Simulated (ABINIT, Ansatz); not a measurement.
**Lattice dynamics of Nb (Im-3m) in two programs**

How does Nb (Im-3m) vibrate, and is this structure a minimum?

Calculated with ABINIT 10.8.3; DFT LDA, scalar-relativistic, plane waves, PseudoDojo norm-conserving pseudopotentials.

This is a report of a sequence of runs, with most program output left out.

**1. The starting structure**

Symmetry: Im-3m, No. 229, cubic system. Conventional cell: a = 3.301 Å, b = 3.301 Å, c = 3.301 Å, α = 90.00°, β = 90.00°, γ = 90.00°. Nearest to Nb lie 8 Nb at 2.86 Å.

**2. A first look**

A first run with smearing and empty bands tells whether the crystal has a gap, which decides between fixed occupations and smearing later on.

File probe.abi:

```
# ground state
tolvrs 1.0d-08
prtden 1
prtwf 1

# basis, mesh and filling
ecut 37.0
ngkpt 8 8 8
nshiftk 1
shiftk 0.0 0.0 0.0
istwfk *1
occopt 7
tsmear 0.005
nband 12
nstep 100
diemac 9.0
prtebands 0
prtgsr 0
useylm 1

# cell and atoms
acell 3*1.0 Angstrom
rprim 
    -1.650605 1.650605 1.650605
    1.650605 -1.650605 1.650605
    1.650605 1.650605 -1.650605
ntypat 1
znucl 41
natom 1
typat 1
xred 
    0.0 0.0 0.0
pp_dirpath "./pseudo"
pseudos "Nb.upf"
```

Run with:

```console
OMP_NUM_THREADS=1 mpirun -n 4 abinit probe.abi > probe.log
```

The job ended after 3.6 s (4 MPI ranks of Arm Neoverse V2, shared host; 14 s of CPU time).

Read from the output:

```yaml
volume_per_atom: 17.99 Å³
pressure: -8.471 GPa
gap_on_the_k_mesh: 0 eV
```

No gap opens on this mesh, so smearing is kept; the printed pressure holds the stress of the finite basis too.

**3. Relaxing the cell and atoms**

The harmonic expansion needs vanishing forces, and a free crystal bears no stress, so cell and atoms are brought to rest. Stress is more sensitive to the basis than forces are: the last 3 Ha under the cutoff are smoothed with ecutsm, and the cutoff is raised above that of the later runs.

File relax.abi:

```
# relaxation
ionmov 2
optcell 2
dilatmx 1.08
ntime 40
tolmxf 1.0d-05
tolvrs 1.0d-14
prtwf 0
prtden 0
chksymtnons 0

# basis, mesh and filling
ecut 46.0
ecutsm 3.0
ngkpt 16 16 16
nshiftk 1
shiftk 0.0 0.0 0.0
istwfk *1
occopt 7
tsmear 0.01
nband 12
nstep 100
diemac 1000000.0
prtebands 0
prtgsr 0
useylm 1

# cell and atoms
acell 3*1.0 Angstrom
rprim 
    -1.650605 1.650605 1.650605
    1.650605 -1.650605 1.650605
    1.650605 1.650605 -1.650605
ntypat 1
znucl 41
natom 1
typat 1
xred 
    0.0 0.0 0.0
pp_dirpath "./pseudo"
pseudos "Nb.upf"
```

Run with:

```console
OMP_NUM_THREADS=1 mpirun -n 4 abinit relax.abi > relax.log
```

Elapsed: 85 s, on 4 MPI ranks; 5.7 min of CPU time.

Step by step:

| step | energy less that of the first step (eV) | largest force (eV/Å) | volume (Å³) |
| --- | --- | --- | --- |
| 1 | 0.0000 | 0.0000 | 17.99 |
| 2 | -0.0176 | 0.0000 | 17.53 |
| 3 | -0.0225 | 0.0000 | 17.13 |
| 4 | -0.0225 | 0.0000 | 17.15 |
| 5 | -0.0225 | 0.0000 | 17.15 |

| conventional cell, symmetrised | before | after | change |
| --- | --- | --- | --- |
| a (Å) | 3.301 | 3.249 | -1.6 % |
| b (Å) | 3.301 | 3.249 | -1.6 % |
| c (Å) | 3.301 | 3.249 | -1.6 % |
| volume (Å³/atom) | 17.99 | 17.15 | -4.6 % |

The relaxed structure:

```cif
data_structure
_symmetry_space_group_name_H-M 'P 1'
_symmetry_Int_Tables_number 1
_cell_length_a 2.8140
_cell_length_b 2.8140
_cell_length_c 2.8140
_cell_angle_alpha 109.471
_cell_angle_beta 109.471
_cell_angle_gamma 109.471
_cell_volume 17.15
loop_
_atom_site_label
_atom_site_type_symbol
_atom_site_fract_x
_atom_site_fract_y
_atom_site_fract_z
_atom_site_occupancy
Nb1 Nb 0.00000 0.00000 0.00000 1
```

Numbers from this step:

| Item | Value |
| --- | --- |
| volume per atom | 17.15 Å³ |
| pressure | -7.24e-6 GPa |

The volume changes by -4.6 % in this run and stands -4.6 % from the first cell.

**4. Ground state**

The response is built on these wavefunctions, so the potential is converged far more tightly than an energy would need. Smearing stays on, as the first look found no gap above 0.3 eV.

File gs.abi:

```
# ground state
tolvrs 1.0d-16
prtden 1
prtwf 1

# basis, mesh and filling
ecut 37.0
ngkpt 16 16 16
nshiftk 1
shiftk 0.0 0.0 0.0
istwfk *1
occopt 7
tsmear 0.01
nband 12
nstep 100
diemac 1000000.0
prtebands 0
prtgsr 0
useylm 1

# cell and atoms
acell 3*1.0 Angstrom
rprim 
    -1.624635715 1.624635715 1.624635715
    1.624635715 -1.624635715 1.624635715
    1.624635715 1.624635715 -1.624635715
ntypat 1
znucl 41
natom 1
typat 1
xred 
    0.0 0.0 0.0
pp_dirpath "./pseudo"
pseudos "Nb.upf"
```

Run with:

```console
OMP_NUM_THREADS=1 mpirun -n 4 abinit gs.abi > gs.log
```

It took 14 s on 4 MPI ranks.

Read from the output:

```
pressure : -0.6074 GPa
```

The cell stands at -0.61 GPa: the relaxation ran with a smoothed and higher cutoff, and the difference is a stress of the finite basis.

**5. Linear response at Γ**

At q = 0 one unit cell holds all displacements. The response is solved for single atoms along the cell's directions, and symmetry skips those that follow from others. The crystal is treated as a metal, which screens a static field, so no field response is asked.

File dfpt_gamma.abi:

```

# common to the responses
getwfk_filepath "gso_WFK"
kptopt 2
nqpt 1
qpt 0.0 0.0 0.0
asr 0
chneut 0

# displacements
rfphon 1
rfatpol 1 1
rfdir 1 1 1
tolvrs 1.0d-10
prtwf 0

# basis, mesh and filling
ecut 37.0
ngkpt 16 16 16
nshiftk 1
shiftk 0.0 0.0 0.0
istwfk *1
occopt 7
tsmear 0.01
nband 12
nstep 100
diemac 1000000.0
prtebands 0
prtgsr 0
useylm 1

# cell and atoms
acell 3*1.0 Angstrom
rprim 
    -1.624635715 1.624635715 1.624635715
    1.624635715 -1.624635715 1.624635715
    1.624635715 1.624635715 -1.624635715
ntypat 1
znucl 41
natom 1
typat 1
xred 
    0.0 0.0 0.0
pp_dirpath "./pseudo"
pseudos "Nb.upf"
```

Run with:

```console
OMP_NUM_THREADS=1 mpirun -n 4 abinit dfpt_gamma.abi > dfpt_gamma.log
```

The job ended after 31 s (4 MPI ranks; 2 min of CPU time).

With one atom there are acoustic modes alone, which should vanish; they come out at 2.52 cm⁻¹ in size, the error that the sum rule removes later.

**6. Zone-centre analysis**

anaddb reads the merged derivatives and imposes the acoustic sum rule.

File anaddb.abi:

```
ddb_filepath "gamma_DDB"
output_file "anaddb.abo"
outdata_prefix "anaddb"
asr 1
chneut 1
enunit 2
eivec 1
nph1l 1
qph1l 0.0 0.0 0.0 1.0
```

File mrgddb.in:

```
gamma_DDB
merged
2
dfpt_gammao_DDB
gso_DDB
```

Run with:

```console
mrgddb < mrgddb.in > mrgddb.log
OMP_NUM_THREADS=1 anaddb anaddb.abi > anaddb.log
```

Run time: 0.49 s. Hardware: 1 thread.

Zone-centre frequencies as printed; negative means imaginary. Modes:

| mode | frequency (cm⁻¹) |
| --- | --- |
| 1 | 0 |
| 2 | 0 |
| 3 | 0 |

**7. Linear response on the mesh**

Linear response treats each wavevector in the unit cell, with no supercell; the 4×4×4 mesh fixes the range of the force constants to be had.

File dfpt_q.abi:

```
ndtset 7

# wavevectors
qpt1 0.25 0.0 0.0
qpt2 0.5 0.0 0.0
qpt3 0.25 0.25 0.0
qpt4 0.25 0.25 0.25
qpt5 -0.25 0.25 0.25
qpt6 0.5 0.5 0.25
qpt7 0.5 0.5 0.5

# displacements
getwfk_filepath "gso_WFK"
getwfq_filepath "gso_WFK"
kptopt 3
nqpt 1
rfphon 1
rfatpol 1 1
rfdir 1 1 1
tolvrs 1.0d-10
prtwf 0

# basis, mesh and filling
ecut 37.0
ngkpt 16 16 16
nshiftk 1
shiftk 0.0 0.0 0.0
istwfk *1
occopt 7
tsmear 0.01
nband 12
nstep 100
diemac 1000000.0
prtebands 0
prtgsr 0
useylm 1

# cell and atoms
acell 3*1.0 Angstrom
rprim 
    -1.624635715 1.624635715 1.624635715
    1.624635715 -1.624635715 1.624635715
    1.624635715 1.624635715 -1.624635715
ntypat 1
znucl 41
natom 1
typat 1
xred 
    0.0 0.0 0.0
pp_dirpath "./pseudo"
pseudos "Nb.upf"
```

Run with:

```console
OMP_NUM_THREADS=1 mpirun -n 4 abinit dfpt_q.abi > dfpt_q.log
```

Elapsed: 51 min, on 4 MPI ranks; 3.4 h of CPU time.

Numbers from this step:

| Quantity | Value |
| --- | --- |
| lowest mode on the q mesh (acoustic ones at the zone centre apart) | 71.88 cm⁻¹ |

Frequencies (cm⁻¹) before the sum rule at the irreducible wavevectors but Γ, which is solved apart; negative means imaginary. Frequencies by wavevector:

| q (fractions) | star | mode 1 | mode 2 | mode 3 |
| --- | --- | --- | --- | --- |
| 0.25 0 0 | 12 | 71.88 | 103.1 | 147.8 |
| 0.5 0 0 | 6 | 147.8 | 170.1 | 196.6 |
| 0.25 0.25 0 | 24 | 133.4 | 135.8 | 210 |
| 0.25 0.25 0.25 | 2 | 177.8 | 177.8 | 177.8 |
| -0.25 0.25 0.25 | 6 | 110.5 | 110.5 | 209.6 |
| 0.5 0.5 0.25 | 12 | 142.9 | 194.9 | 206.9 |
| 0.5 0.5 0.5 | 1 | 227.2 | 227.2 | 227.2 |

**8. Dispersion**

anaddb transforms the dynamical matrices to force constants and back along the path; points of the mesh come back as solved, but for the sum rule and, in polar crystals, the LO-TO term at Γ; the rest is interpolation.

File anaddb.abi:

```
ddb_filepath "all_DDB"
output_file "anaddb.abo"
outdata_prefix "anaddb"
ifcflag 1
ngqpt 4 4 4
nqshft 1
q1shft 0.0 0.0 0.0
asr 1
chneut 0
dipdip 0
dipquad 0
quadquad 0
enunit 0
eivec 0
nph1l 62
qph1l 
    0.0 0.0 0.0 1.0
    0.05 -0.05 0.05 1.0
    0.1 -0.1 0.1 1.0
    0.15 -0.15 0.15 1.0
    0.2 -0.2 0.2 1.0
    0.25 -0.25 0.25 1.0
    0.3 -0.3 0.3 1.0
    0.35 -0.35 0.35 1.0
    0.4 -0.4 0.4 1.0
    0.45 -0.45 0.45 1.0
    0.5 -0.5 0.5 1.0
    0.45 -0.45 0.5 1.0
    0.4 -0.4 0.5 1.0
    0.35 -0.35 0.5 1.0
    0.3 -0.3 0.5 1.0
    0.25 -0.25 0.5 1.0
    0.2 -0.2 0.5 1.0
    0.15 -0.15 0.5 1.0
    0.1 -0.1 0.5 1.0
    0.05 -0.05 0.5 1.0
    0.0 0.0 0.5 1.0
    0.0 0.0 0.45 1.0
    0.0 0.0 0.4 1.0
    0.0 0.0 0.35 1.0
    0.0 0.0 0.3 1.0
    0.0 0.0 0.25 1.0
    0.0 0.0 0.2 1.0
    0.0 0.0 0.15 1.0
    0.0 0.0 0.1 1.0
    0.0 0.0 0.05 1.0
    0.0 0.0 0.0 1.0
    0.025 0.025 0.025 1.0
    0.05 0.05 0.05 1.0
    0.075 0.075 0.075 1.0
    0.1 0.1 0.1 1.0
    0.125 0.125 0.125 1.0
    0.15 0.15 0.15 1.0
    0.175 0.175 0.175 1.0
    0.2 0.2 0.2 1.0
    0.225 0.225 0.225 1.0
    0.25 0.25 0.25 1.0
    0.275 0.175 0.275 1.0
    0.3 0.1 0.3 1.0
    0.325 0.025 0.325 1.0
    0.35 -0.05 0.35 1.0
    0.375 -0.125 0.375 1.0
    0.4 -0.2 0.4 1.0
    0.425 -0.275 0.425 1.0
    0.45 -0.35 0.45 1.0
    0.475 -0.425 0.475 1.0
    0.5 -0.5 0.5 1.0
    0.25 0.25 0.25 1.0
    0.225 0.225 0.275 1.0
    0.2 0.2 0.3 1.0
    0.175 0.175 0.325 1.0
    0.15 0.15 0.35 1.0
    0.125 0.125 0.375 1.0
    0.1 0.1 0.4 1.0
    0.075 0.075 0.425 1.0
    0.05 0.05 0.45 1.0
    0.025 0.025 0.475 1.0
    0.0 0.0 0.5 1.0
```

File mrgddb.in:

```
all_DDB
merged
8
dfpt_gammao_DDB
dfpt_qo_DS1_DDB
dfpt_qo_DS2_DDB
dfpt_qo_DS3_DDB
dfpt_qo_DS4_DDB
dfpt_qo_DS5_DDB
dfpt_qo_DS6_DDB
dfpt_qo_DS7_DDB
```

Run with:

```console
mrgddb < mrgddb.in > mrgddb.log
OMP_NUM_THREADS=1 anaddb anaddb.abi > anaddb.log
```

The job ended after 0.5 s (1 thread).

Read from the output:

```yaml
lowest_frequency_on_the_path: -35.76 cm⁻¹
```

Anaddb. Phonon branches along the path, in cm⁻¹:

| point | branch 1 | branch 2 | branch 3 |
| --- | --- | --- | --- |
| Γ | 0 | 0 | 0 |
| halfway | 111 | 111 | 210 |
| H | 227 | 227 | 227 |
| halfway | 143 | 195 | 207 |
| N | 148 | 170 | 197 |
| halfway | 72 | 103 | 148 |
| Γ | 0 | 0 | 0 |
| halfway | 91 | 91 | 188 |
| P | 178 | 178 | 178 |
| halfway | 133 | 193 | 193 |
| H | 227 | 227 | 227 |
| jump to P | 178 | 178 | 178 |
| halfway | 147 | 165 | 202 |
| N | 148 | 170 | 197 |

The path dips to 36i cm⁻¹ between the solved wavevectors, whose modes are all real, so the dip may come from the interpolation.

**9. Density of states**

Sums over the zone need many more wavevectors than were solved, so the interpolation is sampled on a dense mesh.

File anaddb.abi:

```
ddb_filepath "all_DDB"
output_file "anaddb.abo"
outdata_prefix "anaddb"
ifcflag 1
ngqpt 4 4 4
nqshft 1
q1shft 0.0 0.0 0.0
asr 1
chneut 0
dipdip 0
dipquad 0
quadquad 0
prtdos 2
ng2qpt 20 20 20
dosdeltae 4.5563e-06
ntemper 11
temperinc 100.0
tempermin 0.0
```

Run with:

```console
OMP_NUM_THREADS=1 anaddb anaddb.abi > anaddb.log
```

It took 0.77 s on 1 thread.

Numbers from this step:

* share of modes beyond 3i cm⁻¹ on the dense interpolated mesh: 0.0112

Tetrahedra. Table of phonon density of states by wavenumber; read off at these points:

wavenumber (cm⁻¹), phonon density of states (1/cm⁻¹/cell) and a bar:
```
    -35.0     0.0000 
    -30.0     0.0010 
    -25.0     0.0010 
    -20.0     0.0013 #
    -15.0     0.0014 #
    -10.0     0.0012 
     -5.0     0.0010 
      0.0     0.0010 
      5.0     0.0010 
     10.0     0.0011 
     15.0     0.0012 
     20.0     0.0012 #
     25.0     0.0014 #
     30.0     0.0016 #
     35.0     0.0019 #
     40.0     0.0023 #
     45.0     0.0028 #
     50.0     0.0032 #
     55.0     0.0035 #
     60.0     0.0038 ##
     65.0     0.0043 ##
     70.0     0.0049 ##
     75.0     0.0054 ##
     80.0     0.0059 ##
     85.0     0.0063 ###
     90.0     0.0070 ###
     95.0     0.0078 ###
    100.0     0.0086 ####
    105.0     0.0095 ####
    110.0     0.0106 #####
    115.0     0.0122 #####
    120.0     0.0141 ######
    125.0     0.0172 #######
    130.0     0.0256 ###########
    135.0     0.0431 ##################
    140.0     0.0325 ##############
    145.0     0.0300 #############
    150.0     0.0178 ########
    155.0     0.0167 #######
    160.0     0.0176 #######
    165.0     0.0224 ##########
    168.4     0.0225 ##########
    170.0     0.0201 #########
    175.0     0.0162 #######
    180.0     0.0127 #####
    185.0     0.0121 #####
    190.0     0.0140 ######
    195.0     0.0205 #########
    200.0     0.0537 #######################
    205.0     0.0705 ##############################
    210.0     0.0202 #########
    215.0     0.0058 ##
    220.0     0.0037 ##
    225.0     0.0014 #
    230.0     0.0000
```

**10. Cross-check with Ansatz**

A second program on the same cell, potentials, cutoff and meshes tests the implementation of the phonon response, not its convergence.

This step: DFT LDA, scalar-relativistic, plane waves, PseudoDojo norm-conserving pseudopotentials (Ansatz 0.2.0).

File input.yaml:

```yaml
crystal:
  lattice:
    - [-1.624635715, 1.624635715, 1.624635715]
    - [1.624635715, -1.624635715, 1.624635715]
    - [1.624635715, 1.624635715, -1.624635715]
  atoms:
    - { symbol: Nb, position: [0.0, 0.0, 0.0] }
kpoints:
  mp_grid: { grid: [16, 16, 16] }
hamiltonian:
  xc: lda
  pseudopotentials: { kind: nc, accuracy: standard }
scf:
  occupations: { method: gaussian, width: 0.27211 }
output:
  eigenvalues: true
basis:
  ecutwfc: 1006.821
phonons:
  method: dfpt
  qmesh: [4, 4, 4]
  temperatures: { t_max: 1000, t_step: 50 }
  qpath:
    path:
      - [[0.0, 0.0, 0.0], [0.5, -0.5, 0.5], [0.0, 0.0, 0.5], [0.0, 0.0, 0.0], [0.25, 0.25, 0.25], [0.5, -0.5, 0.5]]
      - [[0.25, 0.25, 0.25], [0.0, 0.0, 0.5]]
    npoints: 10
```

Run with:

```console
ansatz run input.yaml --threads 4 --pin off --max-ram 16384MiB --backend cpu --events-out ev --progress --plain --runs-dir out
```

The job ended after 1.9 min (4 threads; peak memory 4.9 GiB).

Read from the output:

| Quantity | Value |
| --- | --- |
| sum-rule residual before enforcement | 1.82e-4 eV/Å² |
| lowest frequency on the path | -35.78 cm⁻¹ |
| share of modes beyond 3i cm⁻¹ on the dense interpolated mesh | 0.0138 |
| lowest mode on the q mesh (acoustic ones at the zone centre apart) | 71.9 cm⁻¹ |

**11. The two compared: ABINIT PseudoDojo and Ansatz, PseudoDojo**

Numbers from this step:

| Property | Result |
| --- | --- |
| root-mean-square difference | 0.02 cm⁻¹ |
| largest difference | 0.04 cm⁻¹ |
| root-mean-square difference on the path | 0 cm⁻¹ |
| largest difference on the path | 0.1 cm⁻¹ |

The interpolated bands of the two lie on top of each other.

At the solved wavevectors the largest difference (acoustic modes at Γ apart) is 0.02 % of the highest mode.

**12. What came out**

```
space group after relaxation                                       : Im-3m
volume per atom                                                    : 17.2 Å³
q mesh                                                             : 4×4×4
lowest mode on the q mesh (acoustic ones at the zone centre apart) : 71.9 cm⁻¹
imaginary modes on the q mesh                                      : none
largest difference from Ansatz, PseudoDojo                         : 0.04 cm⁻¹
```

What this shows: Nb (Im-3m) is dynamically stable on the 4×4×4 mesh; its spectrum reaches 227 cm⁻¹. The base run prints -0.61 GPa, mostly the error of a finite basis; the relaxation, with a smoothed and higher cutoff, had brought the cell to rest. The imaginary part of the path lies between the solved wavevectors, so it may come from the interpolation. ABINIT PseudoDojo and Ansatz, PseudoDojo agree to 0.04 cm⁻¹ (0.02 % of the highest mode compared) on all solved modes but the acoustic ones at Γ. These are harmonic frequencies at zero temperature: anharmonic shifts and linewidths and thermal expansion are left out. In a metal the frequencies hang on the k mesh and the smearing, most of all near Kohn anomalies. Ansatz warns that the cutoff lies 10 % under the one recommended for these files; agreement at one cutoff is not convergence.

[Host names and launcher messages were left out of these logs when they were recorded.]

[Logs are printed without paths, hosts, clocks, repeated set-up lines and the standing remarks that a program may print on its own settings, such as how far it seeks lower states.]

[Hosts, paths, dates, database ids (printed as entryN), source tags and the programs' standing remarks are cut or masked in the printed files.]
